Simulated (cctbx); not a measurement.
**A crystallographic session in cctbx: BaLaCrMoS6**

Library: cctbx 2025.11. The data are simulated by the first script.

## 1. Simulate the data

run.py:

```python
from cctbx import adptbx, crystal, miller, sgtbx, xray
from cctbx.array_family import flex
from iotbx.shelx import hklf
from scitbx import matrix
import scitbx.random

cs = crystal.symmetry(unit_cell=(9.612, 9.612, 9.612, 90, 90, 90), space_group_symbol='Hall: F -4 2 3')  # F-43m
atoms = [  # label, site, U (iso, or U11 U22 U33 U12 U13 U23 in A^2), occupancy
    ("La1", (0.25, 0.25, 0.25), (0.0169, 0.0169, 0.0169, 0.0000, 0.0000, 0.0000), 1),
    ("Ba1", (0.25, 0.25, 0.75), (0.0115, 0.0115, 0.0115, 0.0000, -0.0000, 0.0000), 1),
    ("Mo1", (0.5, 0, 0), (0.0162, 0.0162, 0.0162, 0.0000, 0.0000, 0.0000), 1),
    ("Cr1", (0, 0, 0), (0.0320, 0.0320, 0.0320, 0.0000, 0.0000, 0.0000), 1),
    ("S1", (0.7522, 0, 0), (0.0367, 0.0233, 0.0233, 0.0000, 0.0000, -0.0028), 1),
]
xs = xray.structure(crystal_symmetry=cs)
for label, site, u, occ in atoms:
    u = adptbx.u_cif_as_u_star(cs.unit_cell(), u) if isinstance(u, tuple) else u
    xs.add_scatterer(xray.scatterer(label, site=site, u=u, occupancy=occ))
xs.set_inelastic_form_factors(0.71073, "sasaki")
xs.show_summary()
p1 = xs.expand_to_p1()
ms = miller.build_set(p1, anomalous_flag=True, d_min=1.1)
flex.set_random_seed(976712)
scitbx.random.set_random_seed(976712)
ms = ms.select(flex.random_double(ms.size()) < 0.8)
i = ms.structure_factors_from_scatterers(p1, algorithm="direct").f_calc().as_intensity_array().data()
i = i * 40000 / flex.max(i)
sig = flex.sqrt(i + flex.pow2(0.06 * i) + 2 ** 2)
noise = scitbx.random.variate(scitbx.random.normal_distribution())(i.size())
data = ms.array(data=i + sig * noise, sigmas=sig).set_observation_type_xray_intensity()
with open("data.hkl", "w") as f:
    data.export_as_shelx_hklf(f)
print("reflections written:", data.size(), " <I/sigma> = %.1f" % flex.mean(data.data() / data.sigmas()))
for h, a, b in list(data.sort("data"))[:12]:
    print("%4d%4d%4d %9.1f %7.1f" % (h + (a, b)))
```

```console
$ python run.py
```

```text
Number of scatterers: 5
At special positions: 5
Unit cell: (9.612, 9.612, 9.612, 90, 90, 90)
Space group: F -4 3 m (No. 216)
reflections written: 2219  <I/sigma> = 3.2
   0   4   0   44925.6  2408.3
   0   0   4   41296.0  2408.3
   0   0  -4   41061.3  2408.3
   4   0   0   36679.8  2408.3
  -4  -4   0   28784.4  1565.2
   0   4   4   27373.2  1565.2
   4   0   4   26995.6  1565.2
   0   4  -4   26836.0  1565.2
  -4   4   0   26707.9  1565.2
   0  -4  -4   25466.1  1565.2
  -4   0  -4   25299.7  1565.2
   4   0  -4   25213.7  1565.2
```

Run time: 0.21 s on 1 thread of Arm Neoverse V2, on a shared host, peak memory 0.07 GiB.

## 2. Refinement (right model)

run.py:

```python
import math
from cctbx import adptbx, crystal, maptbx, sgtbx, xray
from cctbx.array_family import flex
from cctbx.xray import observations
from iotbx.shelx import hklf
from scitbx.lstbx import normal_eqns_solving
from smtbx import absolute_structure, utils
from smtbx.refinement import constraints, least_squares

cs = crystal.symmetry(unit_cell=(9.612, 9.612, 9.612, 90, 90, 90), space_group_symbol='Hall: F -4 2 3')  # F-43m
atoms = [  # label, site, U (iso, or U11 U22 U33 U12 U13 U23 in A^2), occupancy
    ("La1", (0.25, 0.25, 0.25), 0.0200, 1),
    ("Ba1", (0.25, 0.25, 0.75), 0.0200, 1),
    ("Mo1", (0.5, 0, 0), 0.0200, 1),
    ("Cr1", (0, 0, 0), 0.0200, 1),
    ("S1", (0.7513, 0, 0), 0.0200, 1),
]
xs = xray.structure(crystal_symmetry=cs)
for label, site, u, occ in atoms:
    u = adptbx.u_cif_as_u_star(cs.unit_cell(), u) if isinstance(u, tuple) else u
    xs.add_scatterer(xray.scatterer(label, site=site, u=u, occupancy=occ))
xs.set_inelastic_form_factors(0.71073, "sasaki")
raw = hklf.reader(file_name="data.hkl").as_miller_arrays(crystal_symmetry=cs, anomalous=True)[0]
merged = raw.eliminate_sys_absent().merge_equivalents()
fo2 = merged.array().set_observation_type_xray_intensity()
print("Rint %.3f, %d unique reflections to %.2f A" % (merged.r_int(), fo2.size(), fo2.d_min()))
for sc in xs.scatterers():
    sc.flags.set_grad_site(True)
    sc.flags.set_grad_u_aniso(sc.flags.use_u_aniso())
    sc.flags.set_grad_u_iso(sc.flags.use_u_iso())
obs = fo2.as_xray_observations()
extra = {}
rep = constraints.reparametrisation(xs, [], utils.connectivity_table(xs), **extra)
ls = least_squares.crystallographic_ls(obs, rep, weighting_scheme=least_squares.mainstream_shelx_weighting(a=0, b=0))
print("cycle     R1     wR2    GooF  max shift (A)")
for cycle in range(8):
    ls.build_up()
    r1, wr2, goof = ls.r1_factor(cutoff_factor=2)[0], ls.wR2(), ls.goof()
    old = xs.sites_cart()
    normal_eqns_solving.levenberg_marquardt_iterations(ls, n_max_iterations=3, tau=1e-06, step_threshold=1e-7)
    big = flex.max((xs.sites_cart() - old).norms())
    print("%4d %7.4f %7.4f %7.3f %9.5f" % (cycle + 1, r1, wr2, goof, big))
    ls.build_up(objective_only=True)
    if abs(ls.wR2() - wr2) < 5e-5 and big < 5e-4:
        break
ls.build_up()
print("final R1 %.4f wR2 %.4f GooF %.3f  parameters %d  data/parameter %.1f" % (ls.r1_factor(cutoff_factor=2)[0], ls.wR2(), ls.goof(), ls.n_parameters, fo2.size() / ls.n_parameters))
cov = ls.covariance_matrix_and_annotations()
su = dict(zip(cov.annotations, (math.sqrt(max(v, 0)) for v in cov.matrix.matrix_packed_u_diagonal())))
a2 = cs.unit_cell().reciprocal_parameters()[0] ** -2
print("atom        x        y        z      Ueq    occ   su(xyz)  su(Uiso or U11)")
for sc in xs.scatterers():
    s = max(su.get(sc.label + k, 0) for k in (".x", ".y", ".z"))
    npd = "" if sc.is_positive_definite_u(cs.unit_cell()) else "  NPD"
    print("%-5s %8.5f %8.5f %8.5f %8.4f %6.3f %8.5f %7.4f%s" % ((sc.label,) + sc.site + (sc.u_iso_or_equiv(cs.unit_cell()), sc.occupancy, s, su.get(sc.label + ".uiso", su.get(sc.label + ".u11", 0) * a2), npd)))
fo = fo2.f_sq_as_f()
fc = fo.structure_factors_from_scatterers(xs, algorithm="direct").f_calc()
diff = fo.f_obs_minus_f_calc(1 / math.sqrt(ls.scale_factor()), fc).average_bijvoet_mates()
m = diff.fft_map(symmetry_flags=maptbx.use_space_group_symmetry, resolution_factor=0.25).apply_volume_scaling()
print("difference map: max %.2f min %.2f rms %.2f" % (m.statistics().max(), m.statistics().min(), m.statistics().sigma()))
peaks = m.peak_search(parameters=maptbx.peak_search_parameters(min_distance_sym_equiv=0.6, max_clusters=6)).all()
near = xs.closest_distances(peaks.sites(), distance_cutoff=4)
sps = cs.special_position_settings(min_distance_sym_equiv=0.5)
for k, (x, h) in enumerate(zip(peaks.sites(), peaks.heights())):
    ss = sps.site_symmetry(x)
    print("Q%-3d %7.4f %7.4f %7.4f %4d %7.2f  %.2f A from %s" % ((k + 1,) + tuple(t % 1 for t in ss.exact_site()) + (ss.multiplicity(), h, near.smallest_distances[k], xs.scatterers()[near.i_seqs[k]].label)))
```

```console
$ python run.py
```

```text
Rint 0.051, 57 unique reflections to 1.10 A
cycle     R1     wR2    GooF  max shift (A)
   1  0.0858  0.2184   8.493   0.00901
   2  0.0146  0.0520   2.022   0.00000
final R1 0.0146 wR2 0.0520 GooF 2.022  parameters 6  data/parameter 9.5
atom        x        y        z      Ueq    occ   su(xyz)  su(Uiso or U11)
La1    0.25000  0.25000  0.25000   0.0185  1.000  0.00000  0.0021
Ba1    0.25000  0.25000  0.75000   0.0115  1.000  0.00000  0.0014
Mo1    0.50000  0.00000  0.00000   0.0170  1.000  0.00000  0.0012
Cr1    0.00000  0.00000  0.00000   0.0320  1.000  0.00000  0.0015
S1     0.75224  0.00000  0.00000   0.0277  1.000  0.00015  0.0014
difference map: max 0.56 min -0.46 rms 0.10
Q1    0.0000  0.0000  0.1779   24    0.59  0.67 A from S1
Q2    0.0000  0.0000  0.3163   24    0.58  0.66 A from S1
Q3    0.0850  0.2500  0.2500   24    0.21  1.59 A from La1
Q4    0.0830  0.2500  0.7500   24    0.21  1.61 A from Ba1
Q5    0.0639  0.0639  0.4361   16    0.18  1.06 A from Mo1
Q6    0.0638  0.0638  0.5638   16    0.18  1.06 A from Mo1
```

Time: 0.34 s.

## 3. Simulate the data

run.py, as its changes from the last script of this kind:

```diff
@@ -22 +22 @@
-ms = miller.build_set(p1, anomalous_flag=True, d_min=1.1)
+ms = miller.build_set(p1, anomalous_flag=True, d_min=0.84)
```

```console
$ python run.py
```

```text
Number of scatterers: 5
At special positions: 5
Unit cell: (9.612, 9.612, 9.612, 90, 90, 90)
Space group: F -4 3 m (No. 216)
reflections written: 4956  <I/sigma> = 2.8
   0   0   4   43920.0  2408.3
   4   0   0   43257.7  2408.3
   0   0  -4   39610.6  2408.3
   0  -4   0   37506.8  2408.3
  -4   0   0   34456.3  2408.3
  -4   0  -4   28276.2  1565.2
   4   0  -4   27428.2  1565.2
   0   4   4   26429.8  1565.2
   0  -4  -4   26329.9  1565.2
   0   4  -4   25243.1  1565.2
  -4   4   0   24925.3  1565.2
   0  -4   4   24442.9  1565.2
```

Time: 0.23 s.

## 4. Refinement (right model)

run.py, as its changes from the last script of this kind:

```diff
@@ -16 +16 @@
-    ("S1", (0.7513, 0, 0), 0.0200, 1),
+    ("S1", (0.7508, 0, 0), 0.0200, 1),
@@ -22,0 +23 @@
+xs.convert_to_anisotropic()
```

```console
$ python run.py
```

```text
Rint 0.051, 101 unique reflections to 0.85 A
cycle     R1     wR2    GooF  max shift (A)
   1  0.1106  0.2875  11.931   0.01359
   2  0.0107  0.0252   1.046   0.00002
final R1 0.0107 wR2 0.0252 GooF 1.045  parameters 8  data/parameter 12.6
atom        x        y        z      Ueq    occ   su(xyz)  su(Uiso or U11)
La1    0.25000  0.25000  0.25000   0.0163  1.000  0.00000  0.0005
Ba1    0.25000  0.25000  0.75000   0.0117  1.000  0.00000  0.0004
Mo1    0.50000  0.00000  0.00000   0.0158  1.000  0.00000  0.0003
Cr1    0.00000  0.00000  0.00000   0.0323  1.000  0.00000  0.0004
S1     0.75222  0.00000  0.00000   0.0273  1.000  0.00006  0.0006
difference map: max 0.21 min -0.29 rms 0.07
Q1    0.1133  0.2500  0.7500   24    0.22  1.31 A from Ba1
Q2    0.0000  0.0000  0.0000    4    0.21  0.00 A from Cr1
Q3    0.0000  0.0000  0.5000    4    0.20  0.00 A from Mo1
Q4    0.1146  0.2500  0.2500   24    0.19  1.30 A from La1
Q5    0.0000  0.0000  0.3763   24    0.17  1.19 A from Mo1
Q6    0.0817  0.0817  0.4183   16    0.14  1.36 A from Mo1
```

Time: 0.34 s.

## 5. Simulate the data

run.py, as its changes from the last script of this kind:

```diff
@@ -22 +22 @@
-ms = miller.build_set(p1, anomalous_flag=True, d_min=0.84)
+ms = miller.build_set(p1, anomalous_flag=True, d_min=0.6)
```

```console
$ python run.py
```

```text
Number of scatterers: 5
At special positions: 5
Unit cell: (9.612, 9.612, 9.612, 90, 90, 90)
Space group: F -4 3 m (No. 216)
reflections written: 13632  <I/sigma> = 2.6
   0   0  -4   41327.7  2408.3
   0  -4   0   39861.9  2408.3
   0   4   0   39324.7  2408.3
   4   0   0   36696.6  2408.3
  -4   0   0   35205.9  2408.3
   4  -4   0   28112.7  1565.2
  -4   4   0   27079.9  1565.2
  -4  -4   0   26162.7  1565.2
   4   0   4   25689.6  1565.2
  -4   0  -4   25502.8  1565.2
   0   4  -4   24606.0  1565.2
   0  -4  -4   24263.7  1565.2
```

Time: 0.26 s.

## 6. Refinement (right model)

run.py, as its changes from the last script of this kind:

```diff
@@ -16 +16 @@
-    ("S1", (0.7508, 0, 0), 0.0200, 1),
+    ("S1", (0.752, 0, 0), 0.0200, 1),
```

```console
$ python run.py
```

```text
Rint 0.050, 257 unique reflections to 0.60 A
cycle     R1     wR2    GooF  max shift (A)
   1  0.1610  0.3753  14.483   0.00081
   2  0.0105  0.0232   0.894   0.00004
   3  0.0105  0.0230   0.889   0.00000
final R1 0.0105 wR2 0.0230 GooF 0.889  parameters 8  data/parameter 32.1
atom        x        y        z      Ueq    occ   su(xyz)  su(Uiso or U11)
La1    0.25000  0.25000  0.25000   0.0170  1.000  0.00000  0.0001
Ba1    0.25000  0.25000  0.75000   0.0114  1.000  0.00000  0.0001
Mo1    0.50000  0.00000  0.00000   0.0163  1.000  0.00000  0.0001
Cr1    0.00000  0.00000  0.00000   0.0318  1.000  0.00000  0.0002
S1     0.75209  0.00000  0.00000   0.0277  1.000  0.00004  0.0002
difference map: max 0.31 min -0.34 rms 0.09
Q1    0.0889  0.0889  0.4111   16    0.31  1.48 A from Mo1
Q2    0.0912  0.0912  0.5912   16    0.30  1.52 A from Mo1
Q3    0.1601  0.1601  0.6601   16    0.29  1.50 A from Ba1
Q4    0.1607  0.1607  0.1607   16    0.29  1.49 A from La1
Q5    0.1581  0.1581  0.3419   16    0.28  1.53 A from La1
Q6    0.0000  0.0000  0.4101   24    0.26  0.86 A from Mo1
```

Run time: 0.4 s on 1 thread of Arm Neoverse V2, on a shared host, peak memory 0.09 GiB.

[Logs are printed without paths, hosts, clocks, repeated set-up lines and the standing remarks that a program may print on its own settings, such as how far it seeks lower states.]
